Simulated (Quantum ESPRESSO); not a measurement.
# Nb (Im-3m): from the cell to the phonon bands, part 3 of 3

How does Nb (Im-3m) vibrate, and is this structure a minimum?

Quantum ESPRESSO 7.5; DFT LDA, scalar-relativistic, plane waves, PseudoDojo norm-conserving pseudopotentials.

So far. Step 7 (Linear response on the mesh): The acoustic modes at Γ come out as far as 0.3 cm⁻¹ from zero, where they should vanish, a small numerical error. The relaxed cell has a = 3.249 Å (conventional setting).

The database entry behind the starting cell differs from later determinations by our own check (about 0.8 % long, hydrogen-cycled sample), so it need not match the best structure at ambient conditions.

## (9) Dispersion

From the force constants any wavevector is cheap; points of the mesh come back as solved, but for the sum rule and, in polar crystals, the LO-TO term at Γ; the rest is interpolation.

The input, matdyn.in:

```
&INPUT
  asr              = 'crystal'
  flfrc            = 'x.fc'
  flfrq            = 'x.freq'
  flvec            = 'x.modes'
  q_in_band_form   = .true.
  q_in_cryst_coord = .true.
/
8
  0.0000000   0.0000000   0.0000000  12  ! GAMMA
  0.5000000  -0.5000000   0.5000000  12  ! H
  0.0000000  -0.0000000   0.5000000  12  ! N
  0.0000000   0.0000000   0.0000000  12  ! GAMMA
  0.2500000   0.2500000   0.2500000  12  ! P
  0.5000000  -0.5000000   0.5000000   1  ! H
  0.2500000   0.2500000   0.2500000  12  ! P
  0.0000000  -0.0000000   0.5000000   1  ! N
```

Launch:

```
$ matdyn.x -in matdyn.in > matdyn.out
```

Numbers of over 12 decimals in the logs are rounded to 6 here.

The log of the run:

```text
[banner, memory and clock lines left out]
Program MATDYN v.7.5

 mass for atomic type   1 not given; uses mass from file x.fc
 Norm of the difference between old and new effective charges:    0.000000

 Norm of the difference between old and new force-constants:   1.36399e-07

     Message from routine matdyn:
     Z* not found in file x.fc, TO-LO splitting at q=0 will be absent!
     Message from routine matdyn:
     Z* not found in file x.fc, TO-LO splitting at q=0 will be absent!

Note: The following floating-point exceptions are signalling: IEEE_UNDERFLOW_FLAG
```

Elapsed: 0.47 s, on 1 thread of Arm Neoverse V1, shared host.

Read from the output:

* lowest frequency on the path: -45.42 cm⁻¹

Matdyn.x, sum rule crystal. The phonon branches at the labelled points (cm⁻¹):

```
    point  branch 1  branch 2  branch 3
        Γ         0         0         0
  halfway       104       104       205
        H       219       219       219
  halfway       121       192       195
        N       140       167       185
  halfway        66        99       141
        Γ         0         0         0
  halfway        80        80       186
        P       170       170       170
  halfway       114       184       184
        H       219       219       219
jump to P       170       170       170
  halfway       138       158       196
        N       140       167       185
```

The phonon branches as a text plot (rows in cm⁻¹):

```
    213 |          *****                     *           **
    202 |     **      * *                   * *        **
    191 |       * **     ***               *   *      *  *  *****
    180 |    *   **    *  ******                 *****     *
    169 |        *          **  *               *       *  **   *
    158 |                     *           *    * *         * ***
    147 |   *   *                             *   *    *    *
    136 |               *    *** *           *     *         ****
    125 |                *  *  ** *      *            *
    114 |                 **    *                   **
    103 |  *   *                 * *
     92 |                               *   *
     81 |                         *        *
     70 |                        * *      *
     59 |     *                     *  *
     48 | *                              *
     37 |                         * *   *
     26 |                            * *
     15 |                            *
      4 |*                            *
     -7 |
    -18 | *                          *
    -29 |    *                     **
    -40 |  **
         Γ           H       N        Γ         P        H|P    N
```

Lowest modes at the softest wavevector of the mesh; phase exp(i q.(R + tau)). Modes at q = (0.250, 0.000, -0.250):

```
mode  frequency (cm⁻¹)
   1              66.1
   2              98.6
   3             141.0
```

Displacements in mode 1 (66.1 cm⁻¹), the largest set to 1, in the home cell:
```
Nb1 0.00 1.00 0.00
```

Displacements in mode 3 (141.0 cm⁻¹), the largest set to 1, in the home cell:
```
Nb1 -1.00  0.00  1.00
```

Force constants by pair (phonopy on the run's constants); pairs near half the supercell's span include their periodic images. Pair force constants, by row:

```
atom  neighbour  distance (Å)  third of the trace (eV/Å²)  along the pair's line (eV/Å²)
 Nb1     itself             0                       7.889                              –
 Nb1         Nb         2.814                     -0.8492                         -2.153
 Nb1         Nb         3.249                     -0.2808                          -1.02
 Nb1         Nb         4.595                      0.0464                        -0.2856
 Nb1         Nb         5.388                     -0.0581                        -0.3585
 Nb1         Nb         5.628                      0.1367                         0.9083
 Nb1         Nb         6.498                      0.1961                         0.8094
 Nb1         Nb         7.265                      0.0489                         0.0743
```

Mode patterns, pair constants, displacements and means over the zone were worked out by phonopy from the force constants of q2r.x.

The path dips to 45i cm⁻¹ between the solved wavevectors, whose modes are all real, so the dip may come from the interpolation.

## (10) Sums over the zone

Sums over the zone need many more wavevectors than were solved, so the interpolation is sampled on a dense mesh.

The input, matdyn.in:

```
&INPUT
  asr    = 'crystal'
  flfrc  = 'x.fc'
  dos    = .true.
  fldos  = 'x.dos'
  nk1    = 20
  nk2    = 20
  nk3    = 20
  deltaE = 0.3
  la2F   = .true.
/
```

Launch:

```
$ matdyn.x -in matdyn.in > matdyn.out
```

The log of the run:

```text
[banner, memory and clock lines left out]
Program MATDYN v.7.5

 mass for atomic type   1 not given; uses mass from file x.fc
 Norm of the difference between old and new effective charges:    0.000000

 Norm of the difference between old and new force-constants:   1.36399e-07

     Message from routine matdyn:
     Z* not found in file x.fc, TO-LO splitting at q=0 will be absent!
 Norm of the difference between old and new effective charges:    0.000000

 Norm of the difference between old and new force-constants:   2.40755e-06

 Norm of the difference between old and new effective charges:    0.000000

 Norm of the difference between old and new force-constants:   6.18342e-06

 Norm of the difference between old and new effective charges:    0.000000

 Norm of the difference between old and new force-constants:   1.09076e-05

 Norm of the difference between old and new effective charges:    0.000000

 Norm of the difference between old and new force-constants:   1.59544e-05

 Norm of the difference between old and new effective charges:    0.000000

 Norm of the difference between old and new force-constants:   2.60349e-05

 Norm of the difference between old and new effective charges:    0.000000

 Norm of the difference between old and new force-constants:   4.69061e-05

 Norm of the difference between old and new effective charges:    0.000000

 Norm of the difference between old and new force-constants:   8.31882e-05

 Norm of the difference between old and new effective charges:    0.000000

 Norm of the difference between old and new force-constants:   0.000138681

 Norm of the difference between old and new effective charges:    0.000000

 Norm of the difference between old and new force-constants:   0.000216883

 Norm of the difference between old and new effective charges:    0.000000

 Norm of the difference between old and new force-constants:   0.000321131

Note: The following floating-point exceptions are signalling: IEEE_UNDERFLOW_FLAG
```

Run time: 49 s. Hardware: 1 thread.

This step gave:

- share of modes beyond 3i cm⁻¹ on the dense interpolated mesh: 0.0186

Tetrahedra. Table of phonon density of states by wavenumber; read off at these points:

wavenumber (cm⁻¹), phonon density of states (1/cm⁻¹/cell) and a bar:
```
    -40.0     0.0011 
    -30.0     0.0019 
    -20.0     0.0015 
    -10.0     0.0011 
      0.0     0.0012 
     10.0     0.0013 
     20.0     0.0018 
     30.0     0.0020 
     40.0     0.0028 #
     50.0     0.0034 #
     60.0     0.0044 ##
     70.0     0.0055 ##
     80.0     0.0065 ###
     90.0     0.0081 ####
    100.0     0.0103 #####
    110.0     0.0151 #######
    120.0     0.0327 ################
    130.0     0.0273 ##############
    140.0     0.0164 ########
    150.0     0.0149 #######
    160.0     0.0193 #########
    170.0     0.0147 #######
    180.0     0.0122 ######
    190.0     0.0381 ###################
    196.4     0.0588 ##############################
    200.0     0.0425 #####################
    210.0     0.0081 ####
```

## (11) Summary of results

- space group after relaxation: Im-3m
- volume per atom: 17.1 Å³
- q mesh: 4×4×4
- lowest mode on the q mesh (acoustic ones at the zone centre apart): 66.1 cm⁻¹
- imaginary modes on the q mesh: none

In words: Nb (Im-3m) is dynamically stable on the 4×4×4 mesh; its spectrum reaches 219 cm⁻¹. The imaginary part of the path lies between the solved wavevectors, so it may come from the interpolation. These are harmonic frequencies at zero temperature: anharmonic shifts and linewidths and thermal expansion are left out. In a metal the frequencies hang on the k mesh and the smearing, most of all near Kohn anomalies. No coupling constant is taken from ph.x, since the sums are unsound here: the spectrum is unstable, unfinished or interpolated from too coarse a mesh.

[Host names and launcher messages were left out of these logs when they were recorded.]

[Logs are printed without paths, hosts, clocks, repeated set-up lines and the standing remarks that a program may print on its own settings, such as how far it seeks lower states.]

[Hosts, paths, dates, database ids (printed as entryN), source tags and the programs' standing remarks are cut or masked in the printed files.]
